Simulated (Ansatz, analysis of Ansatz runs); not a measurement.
## Local vibrational mode of the Al-H pair in Si (PBE)

Aim: the local vibrational mode of the Al-H pair in Si, to be set beside the measurement. Set-up: PBE, 64-site cell, PBE lattice, 420 eV, k: the single point 1/4 1/4 1/4, anharmonic cut along the mode. The model is a cell of 64 host atoms with Al put on another atom's site and H put in between. The frequencies come from force constants among the defect atom and its neighbours, with the masses of the isotopes named.

Measured beforehand: Si-H stretch, 1H: 2201 cm⁻¹, by IR absorption (quoted in “Local vibrational modes of impurities in silicon”, 2008, M.D. McCluskey, quoting earlier work (1987)). The calculation is set beside it at the end.

Main program and level: Ansatz 0.2.0; plane-wave PAW DFT, PBE; relaxation of all atoms of a defect supercell.

### 1. Set-up

The cell holds 65 atoms: 63 Si, 1 Al and 1 H. Its edges and angles: a = 10.940 Å, b = 10.940 Å, c = 10.940 Å, α = 90.0°, β = 90.0°, γ = 90.0°. It derives from Si (space group Fd-3m). Nearest the centre at fractional (0.346, 0.346, 0.346): H65 at 0.55 Å, Al8 at 1.00 Å, Si4 at 2.06 Å, Si49 at 2.61 Å, Si42 at 2.61 Å, Si27 at 2.61 Å, Si5 at 3.43 Å, Si7 at 3.43 Å.

The host's primitive cell comes from a first run (plane-wave PAW DFT, PBE; relaxation of the host's cell and atoms): vectors of 3.868, 3.868 and 3.868 Å. That is 20.46 Å³ an atom, 2.2 % over the diffraction cell's volume. The supercell is built on it.

### 2. Relaxation, charge 0

Every later number rests on the structure around the defect, so the atoms are relaxed at the host's lattice first.

File relax/input.yaml:

```yaml
relax:
  f_tol: 0.01
  max_steps: 80
  random_displacement: { amplitude: 0.02, seed: 874 }
crystal:
  lattice:
    - [10.93956648, 0.0, 0.0]
    - [0.0, 10.93956648, 0.0]
    - [0.0, 0.0, 10.93956648]
  atoms:
    - { symbol: Si, position: [0.0, 0.0, 0.25] }
    - { symbol: Si, position: [0.0, 0.25, 0.0] }
    - { symbol: Si, position: [0.25, 0.0, 0.0] }
    - { symbol: Si, position: [0.236809349, 0.236809349, 0.236809349] }
    - { symbol: Si, position: [0.125, 0.125, 0.375] }
    - { symbol: Si, position: [0.125, 0.375, 0.125] }
    - { symbol: Si, position: [0.375, 0.125, 0.125] }
    - { symbol: Al, position: [0.398748656, 0.398748656, 0.398748656] }
    - { symbol: Si, position: [0.0, 0.0, 0.75] }
    - { symbol: Si, position: [0.0, 0.25, 0.5] }
    - { symbol: Si, position: [0.25, 0.0, 0.5] }
    - { symbol: Si, position: [0.25, 0.25, 0.75] }
    - { symbol: Si, position: [0.125, 0.125, 0.875] }
    - { symbol: Si, position: [0.125, 0.375, 0.625] }
    - { symbol: Si, position: [0.375, 0.125, 0.625] }
    - { symbol: Si, position: [0.375, 0.375, 0.875] }
    - { symbol: Si, position: [0.0, 0.5, 0.25] }
    - { symbol: Si, position: [0.0, 0.75, 0.0] }
    - { symbol: Si, position: [0.25, 0.5, 0.0] }
    - { symbol: Si, position: [0.25, 0.75, 0.25] }
    - { symbol: Si, position: [0.125, 0.625, 0.375] }
    - { symbol: Si, position: [0.125, 0.875, 0.125] }
    - { symbol: Si, position: [0.375, 0.625, 0.125] }
    - { symbol: Si, position: [0.375, 0.875, 0.375] }
    - { symbol: Si, position: [0.0, 0.5, 0.75] }
    - { symbol: Si, position: [0.0, 0.75, 0.5] }
    - { symbol: Si, position: [0.25, 0.5, 0.5] }
    - { symbol: Si, position: [0.25, 0.75, 0.75] }
    - { symbol: Si, position: [0.125, 0.625, 0.875] }
    - { symbol: Si, position: [0.125, 0.875, 0.625] }
    - { symbol: Si, position: [0.375, 0.625, 0.625] }
    - { symbol: Si, position: [0.375, 0.875, 0.875] }
    - { symbol: Si, position: [0.5, 0.0, 0.25] }
    - { symbol: Si, position: [0.5, 0.25, 0.0] }
    - { symbol: Si, position: [0.75, 0.0, 0.0] }
    - { symbol: Si, position: [0.75, 0.25, 0.25] }
    - { symbol: Si, position: [0.625, 0.125, 0.375] }
    - { symbol: Si, position: [0.625, 0.375, 0.125] }
    - { symbol: Si, position: [0.875, 0.125, 0.125] }
    - { symbol: Si, position: [0.875, 0.375, 0.375] }
    - { symbol: Si, position: [0.5, 0.0, 0.75] }
    - { symbol: Si, position: [0.5, 0.25, 0.5] }
    - { symbol: Si, position: [0.75, 0.0, 0.5] }
    - { symbol: Si, position: [0.75, 0.25, 0.75] }
    - { symbol: Si, position: [0.625, 0.125, 0.875] }
    - { symbol: Si, position: [0.625, 0.375, 0.625] }
    - { symbol: Si, position: [0.875, 0.125, 0.625] }
    - { symbol: Si, position: [0.875, 0.375, 0.875] }
    - { symbol: Si, position: [0.5, 0.5, 0.25] }
    - { symbol: Si, position: [0.5, 0.75, 0.0] }
    - { symbol: Si, position: [0.75, 0.5, 0.0] }
    - { symbol: Si, position: [0.75, 0.75, 0.25] }
    - { symbol: Si, position: [0.625, 0.625, 0.375] }
    - { symbol: Si, position: [0.625, 0.875, 0.125] }
    - { symbol: Si, position: [0.875, 0.625, 0.125] }
    - { symbol: Si, position: [0.875, 0.875, 0.375] }
    - { symbol: Si, position: [0.5, 0.5, 0.75] }
    - { symbol: Si, position: [0.5, 0.75, 0.5] }
    - { symbol: Si, position: [0.75, 0.5, 0.5] }
    - { symbol: Si, position: [0.75, 0.75, 0.75] }
    - { symbol: Si, position: [0.625, 0.625, 0.875] }
    - { symbol: Si, position: [0.625, 0.875, 0.625] }
    - { symbol: Si, position: [0.875, 0.625, 0.625] }
    - { symbol: Si, position: [0.875, 0.875, 0.875] }
    - { symbol: H, position: [0.316442, 0.316442, 0.316442] }
basis:
  ecutwfc: 420
  xc_grid: 2
hamiltonian:
  xc: pbe
kpoints:
  mp_grid: { grid: [1, 1, 1], shift: [0.25, 0.25, 0.25] }
scf:
  occupations: { method: fermi_dirac, width: 0.01 }
  max_iter: 120
output:
  forces: true
checkpoint:
  write: "../relax.run"
  compress: false
  write_wavefunctions: true
  write_every: 100000
```

Launch:

```bash
$ ansatz run input.yaml --threads 2 --pin off --max-ram 4710MiB --backend cpu --events-out ev --progress --plain --runs-dir out
```

Numbers of over 12 decimals in the logs are rounded to 6 here.

Output:

```text
[... repeated set-up lines and file paths are left out, and long positions are rounded to six places ...]
Engine: ansatz 0.2.0, aarch64-unknown-linux-gnu
Pseudopotentials: kind: paw
Pseudopotential: Si, paw, valence charge 4, recommended cutoff 420 eV (normal), Si.paw.azcp
Pseudopotential: Al, paw, valence charge 3, recommended cutoff 420 eV (normal), Al.paw.azcp
Pseudopotential: H, paw, valence charge 1, recommended cutoff 420 eV (normal), H.paw.azcp
Functional definition: PBE
  parameter kappa = 0.804
  parameter beta = 0.066725
  exchange = pbe_x(kappa = kappa, mu = beta*pi^2/3)
  correlation = pbe_c(beta = beta)
Crystal: 65 atoms, lattice volume = 1309.183 Å³
Basis set: ecut = 420 eV, 25677 PW (Γ), exchange–correlation on 150×150×150 points (8 copies of the dense FFT grid, shifted against one another)
Bands: 193, of which v1, the nominal top of the filled ones, is band 128 counted from 1 (127 counted from 0)
Symmetry: 1 space group operations
k-points: 1
Non-local potential: Si, projectors of the file, l = 0: 2, l = 1: 2, l = 2: 2
Non-local potential: Al, projectors of the file, l = 0: 2, l = 1: 2, l = 2: 1
Non-local potential: H, projectors of the file, l = 0: 2, l = 1: 1
PAW form: soft (Blöchl's): semilocal exchange-correlation on the pseudo side does not see the compensation charge
PAW one-centre angular grid: Si, 110 points (default); XC on 64 Gauss nodes
PAW one-centre angular grid: Al, 110 points (default); XC on 64 Gauss nodes
PAW one-centre angular grid: H, 110 points (default); XC on 64 Gauss nodes
Initial density: superposition of atomic densities (neutral atoms: chi_scale 0, normalization atom), corrected by the library's trained network
Initial wavefunctions: pseudopotential atomic-orbital guess
Functional: x = pbe(κ = 0.804, μ = 0.219515), c = pbe(β = 0.066725)
SCF iter   1: F=—  HF=-40607.294720 eV  |F-HF|=—  |Δ(HF+E_count)|=         —  Δρ=2.77e-3  dr2=1.06e-1  ethr=1.77e-3  ⟨swp⟩=6.0  Hψ=889  notcnv=0  defer=48
preconditioner: auto → Resta (q_TF=auto, 2.079 Å⁻¹)  ε∞=5.4  [insulator: Δε(μ)=1.103 eV  Ē_g=7.810 eV  σ=0.010 eV  W_gap=1.00  n_scr=202 (ndim 8)  ℏωp=16.4 eV  f_vac=0.000  D(μ)=0.00/eV (n_scr^D=0)  ε∞_Penn≈5.4]
SCF iter   2: F=—  HF=-40607.292653 eV  |F-HF|=—  |Δ(HF+E_count)|=   2.07e-3  Δρ=1.59e-3  dr2=2.87e-2  ethr=4.15e-5  ⟨swp⟩=2.0  Hψ=231  notcnv=0  defer=58
SCF iter   3: F=—  HF=-40607.292949 eV  |F-HF|=—  |Δ(HF+E_count)|=   2.96e-4  Δρ=2.39e-4  dr2=1.30e-3  ethr=1.12e-5  ⟨swp⟩=3.0  Hψ=259  notcnv=0  defer=58
SCF iter   4: F=—  HF=-40607.292482 eV  |F-HF|=—  |Δ(HF+E_count)|=   4.67e-4  Δρ=6.06e-5  dr2=7.28e-5  ethr=5.09e-7  ⟨swp⟩=2.0  Hψ=194  notcnv=0  defer=58
SCF iter   5: F=—  HF=-40607.292538 eV  |F-HF|=—  |Δ(HF+E_count)|=   5.61e-5  Δρ=1.57e-5  dr2=7.05e-6  ethr=2.85e-8  ⟨swp⟩=2.0  Hψ=259  notcnv=0  defer=58
SCF iter   6: F=-40607.292541 eV  HF=-40607.292541 eV  |F-HF|=1.31e-7  |Δ(HF+E_count)|=   3.08e-6  Δρ=3.85e-6  dr2=2.39e-7  ethr=9.77e-10  ⟨swp⟩=4.0  Hψ=527  notcnv=0
SCF 1 converged in 6 iterations: F = -40607.292541 eV  dr2 = 2.39e-7
  greatest PAW one-centre occupation: 0.645 electrons in one spin orbital (limit 2), on the Si atom at site 3 (counted from 0), in its partial waves of l = 0
relax step   1: F+E_penalty+E_count = -40607.29254138 eV  Δ(F+E_penalty+E_count) = +0.000e0 eV  max|allowed force component| = 1.706e0 eV/Å  Δτ_max = 0.0000 Å  (6 SCF iters, dr2 threshold 2.50e-6 eV, accepted)
[... the SCF cycles and remarks between the steps are left out from here to the last step ...]
relax step   2: F+E_penalty+E_count = -40607.96192230 eV  Δ(F+E_penalty+E_count) = -6.694e-1 eV  max|allowed force component| = 3.443e-1 eV/Å  Δτ_max = 0.1101 Å  (5 SCF iters, dr2 threshold 1.00e-4 eV, accepted)
relax step   3: F+E_penalty+E_count = -40608.00310152 eV  Δ(F+E_penalty+E_count) = -4.118e-2 eV  max|allowed force component| = 9.828e-2 eV/Å  Δτ_max = 0.0265 Å  (5 SCF iters, dr2 threshold 7.41e-6 eV, accepted)
relax step   4: F+E_penalty+E_count = -40608.00526121 eV  Δ(F+E_penalty+E_count) = -2.160e-3 eV  max|allowed force component| = 3.709e-2 eV/Å  Δτ_max = 0.0170 Å  (4 SCF iters, dr2 threshold 6.04e-7 eV, accepted)
relax step   5: F+E_penalty+E_count = -40608.00571407 eV  Δ(F+E_penalty+E_count) = -4.529e-4 eV  max|allowed force component| = 1.209e-2 eV/Å  Δτ_max = 0.0109 Å  (4 SCF iters, dr2 threshold 1.12e-7 eV, accepted)
relax step   6: F+E_penalty+E_count = -40608.00599329 eV  Δ(F+E_penalty+E_count) = -2.792e-4 eV  max|allowed force component| = 2.039e-2 eV/Å  Δτ_max = 0.0144 Å  (5 SCF iters, accepted)
relax step   7: F+E_penalty+E_count = -40608.01084704 eV  Δ(F+E_penalty+E_count) = -4.854e-3 eV  max|allowed force component| = 1.298e-1 eV/Å  Δτ_max = 0.1951 Å  (6 SCF iters, accepted)
relax step   8: F+E_penalty+E_count = -40608.01344667 eV  Δ(F+E_penalty+E_count) = -2.600e-3 eV  max|allowed force component| = 2.275e-1 eV/Å  Δτ_max = 0.1942 Å  (4 SCF iters, dr2 threshold 1.68e-5 eV, accepted)
relax step   9: F+E_penalty+E_count = -40608.02315308 eV  Δ(F+E_penalty+E_count) = -9.706e-3 eV  max|allowed force component| = 1.452e-1 eV/Å  Δτ_max = 0.0296 Å  (3 SCF iters, dr2 threshold 5.18e-5 eV, accepted)
relax step  10: F+E_penalty+E_count = -40608.03535913 eV  Δ(F+E_penalty+E_count) = -1.221e-2 eV  max|allowed force component| = 1.253e-1 eV/Å  Δτ_max = 0.1034 Å  (4 SCF iters, dr2 threshold 8.59e-6 eV, accepted)
relax step  11: F+E_penalty+E_count = -40608.03847268 eV  Δ(F+E_penalty+E_count) = -3.114e-3 eV  max|allowed force component| = 1.080e-1 eV/Å  Δτ_max = 0.0587 Å  (4 SCF iters, dr2 threshold 6.39e-6 eV, accepted)
relax step  12: F+E_penalty+E_count = -40608.04089877 eV  Δ(F+E_penalty+E_count) = -2.426e-3 eV  max|allowed force component| = 2.637e-2 eV/Å  Δτ_max = 0.0463 Å  (4 SCF iters, dr2 threshold 8.67e-6 eV, accepted)
SCF iter   1: F=—  HF=-40608.041973 eV  |F-HF|=—  |Δ(HF+E_count)|=         —  Δρ=2.54e-4  dr2=6.21e-4  ethr=2.78e-6  ⟨swp⟩=5.0  Hψ=543  notcnv=0  defer=58
SCF iter   2: F=—  HF=-40608.041898 eV  |F-HF|=—  |Δ(HF+E_count)|=   7.50e-5  Δρ=1.41e-4  dr2=1.83e-4  ethr=2.42e-7  ⟨swp⟩=1.0  Hψ=222  notcnv=0  defer=58
SCF iter   3: F=—  HF=-40608.041917 eV  |F-HF|=—  |Δ(HF+E_count)|=   1.84e-5  Δρ=9.72e-6  dr2=1.48e-6  ethr=7.16e-8  ⟨swp⟩=2.0  Hψ=230  notcnv=0  defer=58
SCF iter   4: F=—  HF=-40608.041201 eV  |F-HF|=—  |Δ(HF+E_count)|=   7.16e-4  Δρ=3.45e-6  dr2=1.98e-7  ethr=3.91e-11  ⟨swp⟩=6.0  Hψ=690  notcnv=0
SCF iter   5: F=-40608.041201 eV  HF=-40608.041201 eV  |F-HF|=6.77e-10  |Δ(HF+E_count)|=   6.22e-8  Δρ=8.03e-7  dr2=1.59e-8  ethr=3.91e-11  ⟨swp⟩=4.0  Hψ=521  notcnv=0
SCF 13 converged in 5 iterations: F = -40608.041201 eV  dr2 = 1.59e-8
relax step  13: F+E_penalty+E_count = -40608.04120138 eV  Δ(F+E_penalty+E_count) = -3.026e-4 eV  max|allowed force component| = 6.704e-3 eV/Å  Δτ_max = 0.0107 Å  (5 SCF iters, accepted)
NSCF: frozen V_eff on 1 k-points
the band table was solved once a step of the walk had ended and its energy, with any forces and stress, was formed, with the checks that follow a solve (971 applications of the Hamiltonian). They found nothing against the state; [...]
SCF converged after 5 iterations
Free energy (F): -40608.041201 eV
Harris-Foulkes:  -40608.041201 eV  (|F-HF|=6.77e-10)
Internal energy: -40608.041201 eV  (E = F + TS)
E sigma→0 (E₀):  -40608.041201 eV
Fermi energy:    6.337856 eV
--- Per-component energies (eV) ---
  E_band       = 256.428412
  E_kinetic    = 2568.345714
  E_local      = -1804.766848  (includes V_loc(G=0)·N_el)
  E_nonlocal   = 1645.464904
  E_hartree    = 493.032766
  E_xc         = -3520.154067
  E_vxc        = -2978.222588  (∫ρ·V_xc dr)
  E_paw        = -32773.305366  (= ΣΔE_a)
  E_vpaw       = -160.457274  (= ΣTr[D̂ρ^β])
  E_aug_tail   = -0.000881  (compensation charges beyond the density's cutoff)
  E_ewald      = -7216.657425
  E_smearing   = -0.000000  (= −TS)
  E_closure    = 0.000000  (closes the sum)
  Σ components = -40608.041201   (vs F -40608.041201, Δ=0.00e0)
--- Forces (eV/Å), atoms counted from 1 ---
  atom   1  Si    -0.00419887    -0.00389592    -0.00498257
  atom   2  Si    -0.00299443     0.00605100    -0.00073378
  [... 1 atom left out ...]
  atom   4  Si     0.00465237     0.00273268    -0.00640680
  atom   5  Si     0.00467848     0.00520501     0.00268295
  atom   6  Si    -0.00439978    -0.00181798    -0.00222542
  atom   7  Si    -0.00072309    -0.00248186     0.00019789
  atom   8  Al     0.00665334     0.00534389     0.00372697
  [... 18 atoms left out ...]
  atom  27  Si    -0.00186881    -0.00160106    -0.00021639
  [... 10 atoms left out ...]
  atom  38  Si    -0.00248824     0.00454147    -0.00063687
  [... 3 atoms left out ...]
  atom  42  Si    -0.00230948    -0.00253358    -0.00185475
  [... 6 atoms left out ...]
  atom  49  Si    -0.00463711    -0.00491403    -0.00110812
  [... 15 atoms left out ...]
  atom  65  H      0.00413279     0.00480061     0.00203223
  max |Σ_I F_I| component: 1.90e-5 eV/Å
--- Band table (eV) ---
  k-point 0: bands = ["-5.6326", "-5.1125", "-5.1087", "-5.0919", [... 185 left out ...] "10.1051", "10.1471", "10.1960", "10.2496"]
--- Relaxed structure (13 steps of the walk, 13 accepted, 0 SCFs on fresh bases) ---
  F+E_penalty+E_count = -40608.04120138 eV   max|allowed force component| = 6.704e-3 eV/Å
  atoms:
    - { symbol: Si, position: [0.002379, 0.002416, 0.251131] }
    - { symbol: Si, position: [-0.003650, 0.248705, -0.002643] }
    [... 1 atom left out ...]
    - { symbol: Si, position: [0.235936, 0.235974, 0.233748] }
    - { symbol: Si, position: [0.125780, 0.125811, 0.381125] }
    - { symbol: Si, position: [0.118778, 0.375215, 0.119918] }
    - { symbol: Si, position: [0.375095, 0.118745, 0.119830] }
    - { symbol: Al, position: [0.391657, 0.391762, 0.398330] }
    [... 18 atoms left out ...]
    - { symbol: Si, position: [0.240322, 0.505296, 0.506366] }
    [... 10 atoms left out ...]
    - { symbol: Si, position: [0.625483, 0.375962, 0.126269] }
    [... 3 atoms left out ...]
    - { symbol: Si, position: [0.505250, 0.240478, 0.506428] }
    [... 6 atoms left out ...]
    - { symbol: Si, position: [0.507169, 0.507225, 0.248964] }
    [... 15 atoms left out ...]
    - { symbol: H, position: [0.334100, 0.333574, 0.264301] }
```

Elapsed: 2.8 min, on 2 threads of Arm Neoverse V2, shared host; peak memory 1.6 GiB; 5.6 min of CPU time.

Relaxation path:

```csv
step,energy less that of the first step (eV),largest force component (eV/Å)
1,0.0000,1.7057
2,-0.6694,0.3443
3,-0.7106,0.0983
4,-0.7127,0.0371
5,-0.7132,0.0121
6,-0.7135,0.0204
7,-0.7183,0.1298
8,-0.7209,0.2275
9,-0.7306,0.1452
10,-0.7428,0.1253
11,-0.7459,0.1080
12,-0.7484,0.0264
13,-0.7487,0.0067
```

The atoms that moved most (Å, from the sites as typed, ahead of the random displacement):

```csv
atom,dx,dy,dz,length
H65,0.193,0.187,-0.571,0.631
Si27,-0.106,0.057,0.069,0.139
Si42,0.057,-0.105,0.069,0.138
Si49,0.078,0.078,-0.012,0.111
Al8,-0.078,-0.077,-0.006,0.110
Si7,0.001,-0.069,-0.058,0.090
Si6,-0.068,0.002,-0.057,0.089
Si53,0.051,0.051,0.004,0.072
```

The atoms nearest to the centre after the run:

```csv
atom,distance (Å)
H65,0.909
Al8,0.915
Si4,2.094
Si49,2.713
Si42,2.732
Si27,2.732
Si5,3.424
Si6,3.517
Si7,3.518
```

Neighbours of the added atoms: H65: Si4 1.55, Al8 1.72, Si49 2.69 Å.

This step gave:

```yaml
free_energy: -40608.0412 eV
```

The relaxation ends 12 meV an atom lower than the displaced start, with a largest force component of 0.0067 eV/Å.

(Part 1 of 2 ends here.)

[Logs are printed without paths, hosts, clocks, repeated set-up lines and the standing remarks that a program may print on its own settings, such as how far it seeks lower states.]

[Hosts, paths, dates, database ids (printed as entryN), source tags and the programs' standing remarks are cut or masked in the printed files.]

[For some hosts the program warned that the k-mesh of the response run may be too coarse for force constants and the static dielectric constant; such warnings are not shown here.]
